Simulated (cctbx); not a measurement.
# Interatomic vectors of V5ZnGa3

Space group P6_3/mcm (no. 193), a = 7.5800 Å, b = 7.5800 Å, c = 5.2180 Å, α = 90.00°, β = 90.00°, γ = 120.00°, content Ga6 Zn2 V10.

Simulated single-crystal data (cctbx): Ag Kα, λ = 0.56087 Å, to d = 0.77 Å, 80 % of the full sphere, strongest reflection 5000 counts, noise from counting, a 2 % proportional error and a noise floor of 4 counts (s.d.); no absorption.

Patterson synthesis from sharpened amplitudes, origin scaled to 1000:

```text
Patterson group P 6/m m m
      u       v       w   height  length (A)
  0.000   0.000   0.000   1000.0     0.00
  0.333   0.667   0.500    482.3     5.09
  0.000   0.000   0.500    213.9     2.61
  0.333   0.667   0.000    212.8     4.38
  0.259   0.629   0.000    198.3     4.15
  0.000   0.330   0.249    191.5     2.82
  0.000   0.384   0.500    174.3     3.91
  0.000   0.249   0.500    104.1     3.22
  0.000   0.330   0.000     84.7     2.50
  0.090   0.381   0.000     78.8     2.61
  0.000   0.100   0.500     62.5     2.72
  0.000   0.142   0.000     39.1     1.08
  0.250   0.501   0.000     38.2     5.01
  0.084   0.168   0.000     33.1     1.10
```

Q: Assign the vectors.

A peak at u stands for all pairs with xi − xj = u, with weight Σ ZiZj against Σ Z² = 12856 at the origin. Peak heights follow these weights only roughly, since form factors, motion and series ripples differ, all vectors within 0.55 Å of a peak are counted as merged into it though the farther ones add only part of their weight, and F(000) is left out, which lowers the whole map:

| u | v | w | shortest length (Å) | height | 1000 ΣZiZj/ΣZ² | pairs in the cell |
| --- | --- | --- | --- | --- | --- | --- |
| 0.333 | 0.667 | 0.500 | 5.09 | 482 | 963 | 12 × Ga–V, 4 × Zn–V, 2 × V–V |
| 0.000 | 0.000 | 0.500 | 2.61 | 214 | 305 | 4 × V–V, 2 × Zn–Zn |
| 0.333 | 0.667 | 0.000 | 4.37 | 213 | 297 | 4 × Zn–V, 2 × V–V |
| 0.259 | 0.629 | 0.000 | 4.15 | 198 | 446 | 4 × Zn–V, 2 × Ga–Ga, 2 × V–V |
| 0.000 | 0.330 | 0.249 | 2.82 | 192 | 638 | 4 × Ga–V, 4 × V–V, 2 × Ga–Zn, 2 × Zn–V |
| 0.000 | 0.384 | 0.500 | 3.91 | 174 | 191 | 2 × Ga–Ga, 1 × V–V |
| 0.000 | 0.249 | 0.500 | 3.22 | 104 | 157 | 2 × V–V, 1 × Ga–Ga |
| 0.000 | 0.330 | 0.000 | 2.50 | 85 | 111 | 2 × Ga–V |
| 0.090 | 0.381 | 0.000 | 2.61 | 79 | 111 | 2 × Ga–V |
| 0.000 | 0.100 | 0.500 | 2.72 | 62 | 111 | 2 × Ga–V |

The table stops at ten peaks or at a height of 45, below which ripples compete. In the model behind the data Ga, the heaviest element, has 1 independent site: (0, 0.3847, 3/4), up to an allowed shift of origin; the Ga–Ga vectors are differences of these positions and their symmetry mates. Elements of similar Z can't be told apart from the map alone. The whole model:

```
atom  mult.    x       y    z  Ueq (Å²)
 Ga1      6    0  0.3847  3/4    0.0329
 Zn1      2    0       0  1/2    0.0492
  V1      6    0  0.7130  3/4    0.0357
  V2      4  1/3     2/3  1/2    0.0234
```

The model was made for the exercise: a known structure type with other elements put in, its volume estimated, not relaxed; displacement parameters are assumed.

[Logs are printed without paths, hosts, clocks, repeated set-up lines and the standing remarks that a program may print on its own settings, such as how far it seeks lower states.]
